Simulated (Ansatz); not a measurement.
# Quasiparticle gap of GeH6CI3N (CH3NH3GeI3), part 3 of 3

How far does one-shot GW move the PBEsol gap of GeH6CI3N (CH3NH3GeI3)?

Ansatz 0.2.0; PBEsol, then G0W0 on it, plane waves, PAW. Known limits of the many-body steps: finite bands, screening cutoff and k mesh; no spin-orbit coupling in G0W0.

So far. Step 3 (Bands along the symmetry lines): Over mesh and path the gap is 0.842 eV, from k = (0.500, 0.500, 0.500) to k = (0.500, 0.500, 0.450). The least direct gap found is 0.869 eV, at k = (0.500, 0.500, 0.500). On the 4×4×4 mesh alone the same run gives 0.869 eV, so that mesh misses an edge of PBEsol: 0.869 − 0.842 = +0.027 eV. Step 4 (G0W0 on the 4×4×4 mesh): Over 15 of 36 irreducible mesh points the G0W0 gap is 1.277 eV, direct, at k = (-0.500, -0.500, -0.500).

The structure was built from a prototype and need not be the compound's stable phase.

In doubt: masses and optical values from hybrid runs of this build are listed as unsure (in some of the runs), which bears on the screening that GW takes from such a start.

## (5) Spin-orbit coupling in PBEsol

This run has two-component orbitals with spin-orbit coupling.

This step: DFT, PBEsol with spin-orbit coupling, plane waves, PAW; PAW set soft_1.

Contents of input.yaml:

```yaml
crystal:
  lattice:
    - [5.8630711863, 0.2896105377, 0.0618450382]
    - [0.2896105377, 5.9414246786, 0.091408338]
    - [0.0618450382, 0.091408338, 5.8648889541]
  atoms:
    - { symbol: C, position: [0.9282061927, 0.9134021167, 0.9846224898] }
    - { symbol: "N", position: [0.0764546859, 0.097646897, 0.0085587277] }
    - { symbol: H, position: [1.0369851614, 0.7531233599, 0.9706938083] }
    - { symbol: H, position: [0.1852165616, 1.1105705405, 0.8665654291] }
    - { symbol: H, position: [0.8263853188, -0.0529096915, 0.8300969694] }
    - { symbol: H, position: [-0.0210627329, 0.2520612321, 0.0249310054] }
    - { symbol: H, position: [0.8144927943, -0.0929478115, 0.1354900582] }
    - { symbol: H, position: [0.1790586382, 1.0723934485, 0.1523746068] }
    - { symbol: Ge, position: [0.518690855, 0.5164188802, 0.5307891582] }
    - { symbol: I, position: [0.5149504902, 0.4698515314, 0.0010197888] }
    - { symbol: I, position: [0.4459210691, -0.0168305148, 0.5019309052] }
    - { symbol: I, position: [-0.0151168563, 0.4764345857, 0.4926325186] }
kpoints:
  mp_grid: { grid: [4, 4, 4] }
  band_path:
    path:
      - [0.0, 0.0, 0.0]
      - [0.5, 0.0, 0.0]
      - [0.5, 0.5, 0.0]
      - [0.5, 0.5, 0.5]
      - [0.5, 0.5, 0.45]
    npoints: 1
hamiltonian:
  xc: pbesol
  pseudopotentials: { kind: paw_fr, azcp: { folder: soft_1 }, xc_functional: pbe }
scf:
  occupations: { method: fermi_dirac, width: 0.02 }
  n_extra_bands: 16
magnetization:
  noncollinear: true
  spin_orbit: true
output:
  eigenvalues: true
  forces: true
  stress: true
```

Started as:

```console
$ ansatz run input.yaml --threads 2 --pin off --max-ram 92160MiB --backend cuda --events-out ev --progress --plain --runs-dir out --devices 1 --max-vram 13GiB
```

Numbers of over 12 decimals in the logs are rounded to 6 here.

What it wrote:

```text
[...]
GPUs: using 1 of 1 available (devices: 1).
[...]
non-collinear run that drives no moment, with spin-orbit: no starting moment large enough to seed its density (crystal.atoms[].spin), no starting occupations that ask for one, no magnetisation constraint and no magnetic field, so the semilocal B_xc is pinned to zero
[...]
GPU FFT provider: cuFFT
GPU libraries: cuBLAS 13.8.2, cuFFT 12.4.0, cuSOLVER 12.3.4
Crystal: 12 atoms, lattice volume = 203.743 Å³
Basis set: ecut = 420 eV, 3977 PW (Γ), exchange–correlation on 80×80×80 points (8 copies of the dense FFT grid, shifted against one another)
Bands: 96, of which v1, the nominal top of the filled ones, is band 80 counted from 1 (79 counted from 0)
Symmetry: 1 space group operations + 1 with time reversal
[...]
k-points: 36 of 64 (time reversal used)
Projection manifold: j_resolved (fully-relativistic pseudo-atomic orbitals)
[...]
GPU buffer pool allocated for 64000 grid points (all kernels)
[...]
SCF iter   1: F=—  HF=-27285.759077 eV  |F-HF|=—  |Δ(HF+E_count)|=         —  Δρ=6.59e-2  dr2=9.61e0  dr2_m=0.00e0 (ungated)  ethr=3.10e-3  |M|=0.00e0 ∫|m|=0.00e0 μB  |m|>n=0.0e0 m-floor=0.0e0 τ_xc=0.0e0  β_m=0.30  ⟨swp⟩=8.7  Hψ=17658  notcnv=0  defer=103
[...]
spin=Noncollinear: Resta preconditioning applied to the charge; magnetization (m_x, m_y, m_z) channels mix plain (no charge-response kernel on spin).
[...]
site 10: m = (+0.0000, +0.0000, +0.0000) μB, |m| = 0.0000 μB  (R = 1.08 Å)
  site 11: m = (+0.0000, +0.0000, +0.0000) μB, |m| = 0.0000 μB  (R = 1.13 Å)
Free energy (F): -27282.666062 eV
[...]
Internal energy: -27282.666062 eV  (E = F + TS)
E sigma→0 (E₀):  -27282.666062 eV
Fermi energy:    5.474892 eV
[...]
--- Forces (eV/Å), atoms counted from 1 ---
  atom   1  C      0.00082335    -0.00313625     0.00473113
  atom   2  N      0.00354024    -0.00285425    -0.01584662
  atom   3  H     -0.00526746     0.00702913     0.00090277
  atom   4  H     -0.00461709     0.00318297     0.00873666
  atom   5  H     -0.00276317    -0.00383373     0.00116847
  atom   6  H      0.00194831    -0.00064682     0.00076536
  atom   7  H      0.00287043    -0.00133442    -0.00784657
  atom   8  H      0.00649811     0.00430742     0.00367487
  atom   9  Ge    -0.01604772    -0.01025529    -0.00911332
  atom  10  I      0.00045876    -0.00412513     0.01144374
  atom  11  I     -0.00519394     0.01597770     0.00187490
  atom  12  I      0.01773385    -0.00427221    -0.00052719
  max |Σ_I F_I| component: 3.91e-5 eV/Å
--- Stress (GPa, compression-positive) ---
        1.152660       0.005391       0.002258
        0.005390       1.142449       0.005018
        0.002259       0.005017       1.139245
  P = ⅓ Tr σ = 1.1448 GPa (11.448 kbar)
--- Band table (eV; the first three rows and the last of 36) ---
  k-point 0: bands = [... 76 lower, 3.6520, 3.6520, 3.8798, 3.8798, 8.0153, 8.0153, 8.4472, 8.4472, ... 12 higher]
  k-point 1: bands = [... 76 lower, 3.5031, 3.6105, 3.8169, 3.8252, 8.0911, 8.1894, 8.4197, 8.4511, ... 12 higher]
  k-point 2: bands = [... 76 lower, 3.7007, 3.7007, 4.0080, 4.0080, 6.5655, 6.5655, 8.4371, 8.4371, ... 12 higher]
  k-point 35: bands = [... 76 lower, 4.2056, 4.2056, 5.0984, 5.0984, 5.8514, 5.8514, 5.9915, 5.9915, ... 12 higher]
[key lines of the parts left out:]
SCF converged after 10 iterations
Magnetization: |M| = 0.0000 μB,  M = (+0.0000, +0.0000, +0.0000) μB
```

Run time: 15 s. Hardware: 1 × NVIDIA H100 80GB HBM3 (shared by 6 runs) with 2 threads of AMD EPYC 7R13 (Zen 3), shared host; peak memory 1.1 GiB; 18 s of CPU time.

Numbers from this step:

| Item | Value |
| --- | --- |
| pressure | 1.145 GPa |
| gap | 0.7004 eV |
| valence top at | R |
| conduction bottom at | k = (0.500, 0.500, 0.450) |
| least direct gap | 0.7468 eV |

Over mesh and listed points the gap is 0.700 eV, from k = (0.500, 0.500, 0.500) to k = (0.500, 0.500, 0.450). The least direct gap found is 0.747 eV, at k = (0.500, 0.500, 0.450). On the 4×4×4 mesh alone the same run gives 0.753 eV, so that mesh misses an edge of PBEsol+SOC: 0.753 − 0.700 = +0.053 eV. PBEsol+SOC against PBEsol: 0.700 − 0.842 = −0.142 eV, with the same mesh, set of files (read in its fully relativistic form for the spin-orbit run) and cutoff, and both edges at the same k points. The spin-orbit run sees mesh and listed points alone, so its gap is an upper bound: the coupling can move an edge off these points, the more so as this crystal has no centre of inversion, and the change over the zone, its sign included where it is small, is not known.

## (6) The runs together

Each gap is the least one over the points named; times are wall times on shared hosts, not benchmarks. A G0W0 time includes the run's own self-consistent start. Runs with listed points see these and the mesh alone, so an edge that moves elsewhere is missed. Rows marked * are further runs, not shown as steps, whose inputs differ from the G0W0 step on the same start in the columns given; solver thresholds can differ too. Symmetry makes (0.500, 0.500, 0.500) and (-0.500, -0.500, -0.500) one point.

| level | mesh | files, cutoff | bands summed, screening | points | gap (eV) | valence top | conduction bottom | least direct gap (eV) | time |
| --- | --- | --- | --- | --- | --- | --- | --- | --- | --- |
| PBEsol | 4×4×4 | soft_1 PAW, 420 eV | - | mesh and path | 0.842 | (0.500, 0.500, 0.500) | (0.500, 0.500, 0.450) | 0.869 | 12 s |
| PBEsol+SOC | 4×4×4 | soft_1 PAW, 420 eV | - | mesh and listed points | 0.700 | (0.500, 0.500, 0.500) | (0.500, 0.500, 0.450) | 0.747 | 15 s |
| G0W0@PBEsol* | 4×4×4 | soft_1 PAW, 420 eV | 213, 52 eV | 15 of 36 irreducible mesh points | 1.110 | (-0.500, -0.500, -0.500) | (-0.500, -0.500, -0.500) | 1.110 | 55 s |
| G0W0@PBEsol | 4×4×4 | soft_1 PAW, 420 eV | 725, 130 eV | 15 of 36 irreducible mesh points | 1.277 | (-0.500, -0.500, -0.500) | (-0.500, -0.500, -0.500) | 1.277 | 4.7 min |

## (7) Outcome

```
PBEsol gap over mesh and path                         : 0.842 eV, from k = (0.500, 0.500, 0.500) to k = (0.500, 0.500, 0.450)
G0W0@PBEsol gap over 15 of 36 irreducible mesh points : 1.277 eV, direct, at k = (-0.500, -0.500, -0.500)
PBEsol+SOC gap over mesh and listed points            : 0.700 eV
GW settings                                           : 4×4×4 mesh, 685 empty bands, screening to 130 eV, PAW set soft_1 files
known limits                                          : finite bands, screening cutoff and k mesh; no spin-orbit coupling in G0W0
```

**Reading.** Over 15 of 36 irreducible mesh points the G0W0 gap is 1.277 eV, direct, at k = (-0.500, -0.500, -0.500). The PBEsol gap of this run on the mesh is 0.869 eV. The two states that bound the G0W0 gap lie that far apart at the start, so the correction of the gap is 1.277 − 0.869 = +0.408 eV. The valence state moves by 4.688 − 4.990 = −0.302 eV and the conduction state by 5.965 − 5.858 = +0.107 eV, on the run's own scale; with 213 bands the edge states move by +0.235 and +0.477 eV, so the split between the edges depends on the bands and cutoff. Over mesh and path, PBEsol puts the conduction bottom at k = (0.500, 0.500, 0.450), where no G0W0 correction was computed. The G0W0 gap over the whole zone is therefore not known from this run; at its settings it can only be equal to or under the 1.277 eV found, and no correction is carried over from another point. For the start itself the gap is 0.842 eV over mesh and path and 0.869 eV on the mesh of the G0W0 run. From 213 bands and 52 eV to 725 bands and 130 eV the gap moves by 1.277 − 1.110 = +0.167 eV; bands and screening cutoff rise together, so their parts are not told apart. Two runs can't test a law of convergence, so the limit is not known. G0W0 on other starts in this series, not shown as steps and not all at these settings: 1.452 eV on HSE06 (4×4×4, soft_1 PAW, 358 bands, 78 eV). PBEsol+SOC against PBEsol: 0.700 − 0.842 = −0.142 eV, with the same mesh, set of files (read in its fully relativistic form for the spin-orbit run) and cutoff, and both edges at the same k points. The spin-orbit run sees mesh and listed points alone, so its gap is an upper bound: the coupling can move an edge off these points, the more so as this crystal has no centre of inversion, and the change over the zone, its sign included where it is small, is not known. What spin-orbit coupling does to the G0W0 levels was not computed, so no sum with the G0W0 gap is formed. The G0W0 runs are scalar-relativistic. No pair of G0W0 runs that differ in the mesh alone is shown (4×4×4 is a supercell whose nearest images lie 23 Å apart), so the error from the mesh is not known here. G0W0 is shown with one set of atomic data (soft_1 PAW), so the error from the files is not known here.

[Paths, hosts, dates, memory and timing lines, banners, echoed tables and standing remarks are left out of the program output.]

[Logs are printed without paths, hosts, clocks, repeated set-up lines and the standing remarks that a program may print on its own settings, such as how far it seeks lower states.]

[Runs of the session that timed out or met a known fault of the program may be left out.]

[Cells called generated may have been cut or substituted from an entry of the Crystallography Open Database or the Materials Project.]

[Hosts, paths, dates, database ids (printed as entryN), source tags and the programs' standing remarks are cut or masked in the printed files.]

[Where an RPA ε∞ is given, it is that of the G0W0 mesh and is not shown converged in it. Names of k-points follow the symmetry that the program found, which can be lower than the space group named. Band edges on a path are those of the sampled points; other points can move an edge, and change direct to indirect where valleys lie close.]

[Hybrid gaps are those of their k-mesh and are not shown converged in it.]
